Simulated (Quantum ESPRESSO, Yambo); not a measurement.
**SnO2 (Cassiterite): G0W0 in Yambo against the bands**

Aim: move the bands of a G0W0 run on SnO2 (Cassiterite) over a wide range.

Program: Yambo 5.3.0. Level of theory: PBE and many-body steps on it, plane waves. Results are calculated unless marked as measured.

Most raw output is cut from this account.

## Step 1: The structure

It takes space group P4_2/mnm (No. 136, tetragonal). The conventional cell has a = 4.738 Å, b = 4.738 Å, c = 3.187 Å, α = 90.00°, β = 90.00°, γ = 90.00°. Nearest to Sn lie 6 O at 2.05 to 2.06 Å. Nearest to O lie 3 Sn at 2.05 to 2.06 Å. Farther neighbours and most contacts between anions are not listed.

As a file:

```xyz
6
Lattice="4.7380 0.0000 0.0000 0.0000 4.7380 0.0000 0.0000 0.0000 3.1865" Properties=species:S:1:pos:R:3 pbc="T T T"
Sn    0.0000    0.0000    0.0000
Sn    2.3690    2.3690    1.5933
O     1.4550    1.4550    0.0000
O     0.9140    3.8240    1.5933
O     3.2830    3.2830    0.0000
O     3.8240    0.9140    1.5933
```

The cell and positions come from the Crystallography Open Database and are kept as given unless a step says otherwise.

## Step 2: 46 bands

This step: Yambo 5.3.0; G0W0 on PBE, plane waves, norm-conserving pseudopotentials.

G0W0 replaces the xc potential by the self-energy, built once from these orbitals. Only a window of levels is corrected, while the sums run over the empty bands that the input names.

Contents of gw1.in:

```
HF_and_locXC
gw0
dyson
ppa
em1d
rim_cut
RandQpts= 1000000
RandGvec= 1 RL
EXXRLvcs= 84 Ry
VXCRLvcs= 336 Ry
Chimod= "HARTREE"
% BndsRnXp
 1 | 46 |
%
NGsBlkXp= 8.5 Ry
% LongDrXp
 1 | 1 | 1 |
%
% GbndRnge
 1 | 46 |
%
DysSolver= "n"
ExtendOut
PPAPntXp= 27.21138 eV
% QPkrange
 1 | 1 | 33 | 36 |
%
```

Started as:

```console
OMP_NUM_THREADS=2 mpirun -n 4 yambo -F gw1.in -J gw1 -C gw1 > gw1.log
```

Run time: 30 s. Hardware: 4 MPI ranks of Arm Neoverse V2, shared host; peak memory 3.9 GiB.

This step gave:

```yaml
g0w0_gap_on_the_points_computed: 3.322 eV
starting_gap_on_the_mesh: 1.289 eV
k_of_the_valence_top: 0, 0, 0
k_of_the_conduction_bottom: 0, 0, 0
least_direct_g0w0_gap_on_the_computed_points: 3.322 eV
z_at_the_valence_top: 0.7651
z_at_the_conduction_bottom: 0.8393
```

The gap on the mesh goes from 1.29 eV to 3.32 eV, a correction of +2.03 eV.

## Step 3: 60 bands

Contents of gw2.in:

```
HF_and_locXC
gw0
dyson
ppa
em1d
rim_cut
RandQpts= 1000000
RandGvec= 1 RL
EXXRLvcs= 84 Ry
VXCRLvcs= 336 Ry
Chimod= "HARTREE"
% BndsRnXp
 1 | 60 |
%
NGsBlkXp= 8.5 Ry
% LongDrXp
 1 | 1 | 1 |
%
% GbndRnge
 1 | 60 |
%
DysSolver= "n"
ExtendOut
PPAPntXp= 27.21138 eV
% QPkrange
 1 | 1 | 33 | 36 |
%
```

Started as:

```console
OMP_NUM_THREADS=2 mpirun -n 4 yambo -F gw2.in -J gw2 -C gw2 > gw2.log
```

The job ended after 55 s (4 MPI ranks; peak memory 3.9 GiB).

Numbers from this step:

| Property | Result |
| --- | --- |
| G0W0 gap on the points computed | 3.018 eV |
| starting gap on the mesh | 1.289 eV |
| k of the valence top | 0, 0, 0 |
| k of the conduction bottom | 0, 0, 0 |
| least direct G0W0 gap on the computed points | 3.018 eV |
| Z at the valence top | 0.7758 |
| Z at the conduction bottom | 0.8413 |

Against the run before, the gap moves by −0.304 eV.

## Step 4: 88 bands

Contents of gw3.in:

```
HF_and_locXC
gw0
dyson
ppa
em1d
rim_cut
RandQpts= 1000000
RandGvec= 1 RL
EXXRLvcs= 84 Ry
VXCRLvcs= 336 Ry
Chimod= "HARTREE"
% BndsRnXp
 1 | 88 |
%
NGsBlkXp= 8.5 Ry
% LongDrXp
 1 | 1 | 1 |
%
% GbndRnge
 1 | 88 |
%
DysSolver= "n"
ExtendOut
PPAPntXp= 27.21138 eV
% QPkrange
 1 | 1 | 33 | 36 |
%
```

Started as:

```console
OMP_NUM_THREADS=2 mpirun -n 4 yambo -F gw3.in -J gw3 -C gw3 > gw3.log
```

Run time: 1.7 min. Hardware: 4 MPI ranks; peak memory 4 GiB.

This step gave:

```
G0W0 gap on the points computed              : 2.780 eV
starting gap on the mesh                     : 1.289 eV
k of the valence top                         : 0, 0, 0
k of the conduction bottom                   : 0, 0, 0
least direct G0W0 gap on the computed points : 2.780 eV
```

Against the run before, the gap moves by −0.238 eV.

## Step 5: 133 bands

Contents of gw4.in:

```
HF_and_locXC
gw0
dyson
ppa
em1d
rim_cut
RandQpts= 1000000
RandGvec= 1 RL
EXXRLvcs= 84 Ry
VXCRLvcs= 336 Ry
Chimod= "HARTREE"
% BndsRnXp
 1 | 133 |
%
NGsBlkXp= 8.5 Ry
% LongDrXp
 1 | 1 | 1 |
%
% GbndRnge
 1 | 133 |
%
DysSolver= "n"
ExtendOut
PPAPntXp= 27.21138 eV
% QPkrange
 1 | 1 | 33 | 36 |
%
```

Started as:

```console
OMP_NUM_THREADS=2 mpirun -n 4 yambo -F gw4.in -J gw4 -C gw4 > gw4.log
```

Elapsed: 3 min, on 4 MPI ranks; peak memory 4 GiB; 20 min of CPU time.

Numbers from this step:

* G0W0 gap on the points computed: 2.696 eV
* starting gap on the mesh: 1.289 eV
* k of the valence top: 0, 0, 0
* k of the conduction bottom: 0, 0, 0
* least direct G0W0 gap on the computed points: 2.696 eV

Against the run before, the gap moves by −0.084 eV.

## Step 6: 186 bands

Contents of gw5.in:

```
HF_and_locXC
gw0
dyson
ppa
em1d
rim_cut
RandQpts= 1000000
RandGvec= 1 RL
EXXRLvcs= 84 Ry
VXCRLvcs= 336 Ry
Chimod= "HARTREE"
% BndsRnXp
 1 | 186 |
%
NGsBlkXp= 8.5 Ry
% LongDrXp
 1 | 1 | 1 |
%
% GbndRnge
 1 | 186 |
%
DysSolver= "n"
ExtendOut
PPAPntXp= 27.21138 eV
% QPkrange
 1 | 1 | 33 | 36 |
%
```

Started as:

```console
OMP_NUM_THREADS=2 mpirun -n 4 yambo -F gw5.in -J gw5 -C gw5 > gw5.log
```

Run time: 4.4 min. Hardware: 4 MPI ranks; peak memory 4 GiB; 30 min of CPU time.

Numbers from this step:

```
G0W0 gap on the points computed              : 2.666 eV
starting gap on the mesh                     : 1.289 eV
k of the valence top                         : 0, 0, 0
k of the conduction bottom                   : 0, 0, 0
least direct G0W0 gap on the computed points : 2.666 eV
```

Against the run before, the gap moves by −0.030 eV.

## Step 7: 247 bands

Contents of gw6.in:

```
HF_and_locXC
gw0
dyson
ppa
em1d
rim_cut
RandQpts= 1000000
RandGvec= 1 RL
EXXRLvcs= 84 Ry
VXCRLvcs= 336 Ry
Chimod= "HARTREE"
% BndsRnXp
 1 | 247 |
%
NGsBlkXp= 8.5 Ry
% LongDrXp
 1 | 1 | 1 |
%
% GbndRnge
 1 | 247 |
%
DysSolver= "n"
ExtendOut
PPAPntXp= 27.21138 eV
% QPkrange
 1 | 1 | 33 | 36 |
%
```

Started as:

```console
OMP_NUM_THREADS=2 mpirun -n 4 yambo -F gw6.in -J gw6 -C gw6 > gw6.log
```

Wall time 6.2 min (4 MPI ranks); peak memory 4.1 GiB; 42 min of CPU time.

Numbers from this step:

| Item | Value |
| --- | --- |
| G0W0 gap on the points computed | 2.659 eV |
| starting gap on the mesh | 1.289 eV |
| k of the valence top | 0, 0, 0 |
| k of the conduction bottom | 0, 0, 0 |
| least direct G0W0 gap on the computed points | 2.659 eV |

Against the run before, the gap moves by −0.007 eV.

## Step 8: Side by side

Times are wall times on 4 MPI ranks of Arm Neoverse V2, shared host, good to a factor of about two.

| run | mesh | bands | screening cutoff (eV) | DFT gap (eV) | gap on the mesh (eV) | direct (eV) | time |
| --- | --- | --- | --- | --- | --- | --- | --- |
| 46 bands | 4×4×4 | 46 | 115.6 | 1.289 | 3.322 | 3.322 | 30 s |
| 60 bands | 4×4×4 | 60 | 115.6 | 1.289 | 3.018 | 3.018 | 55 s |
| 88 bands | 4×4×4 | 88 | 115.6 | 1.289 | 2.780 | 2.780 | 1.7 min |
| 133 bands | 4×4×4 | 133 | 115.6 | 1.289 | 2.696 | 2.696 | 3 min |
| 186 bands | 4×4×4 | 186 | 115.6 | 1.289 | 2.666 | 2.666 | 4.4 min |
| 247 bands | 4×4×4 | 247 | 115.6 | 1.289 | 2.659 | 2.659 | 6.2 min |

## Step 9: What came out

| Property | Result |
| --- | --- |
| 46 bands | 3.322 eV |
| 60 bands | 3.018 eV |
| 88 bands | 2.780 eV |
| 133 bands | 2.696 eV |
| 186 bands | 2.666 eV |
| 247 bands | 2.659 eV |
| known limits | not at the basis limit; no spin-orbit coupling; coarse k mesh |

**Reading.** The setting moved: bands. From 46 bands to 247 bands the gap moves by −0.66 eV, for 12 times the time. It holds to 0.03 eV from 186 bands on. Bands and screening cutoff are coupled, so a series along one setting does not show full convergence. Bands and cutoff are finite, so the gap is not at the basis limit. The miss can reach some tenths of an eV and take either sign; the mesh is an error of its own. In the G0W0 runs levels were corrected at 1 k point alone, so a gap called «on the mesh» is the least over those, and an edge elsewhere would be missed. The 4×4×4 mesh is coarse for this cell, which bears on the long-range parts of exchange and screening. The many-body steps are scalar-relativistic: spin-orbit coupling is not in them.

[Paths, hosts, dates, memory and timing lines, banners, echoed tables and standing remarks are left out of the program output.]

[Logs are printed without paths, hosts, clocks, repeated set-up lines and the standing remarks that a program may print on its own settings, such as how far it seeks lower states.]

[Runs of the session that timed out or met a known fault of the program may be left out.]

[Hosts, paths, dates, database ids (printed as entryN), source tags and the programs' standing remarks are cut or masked in the printed files.]
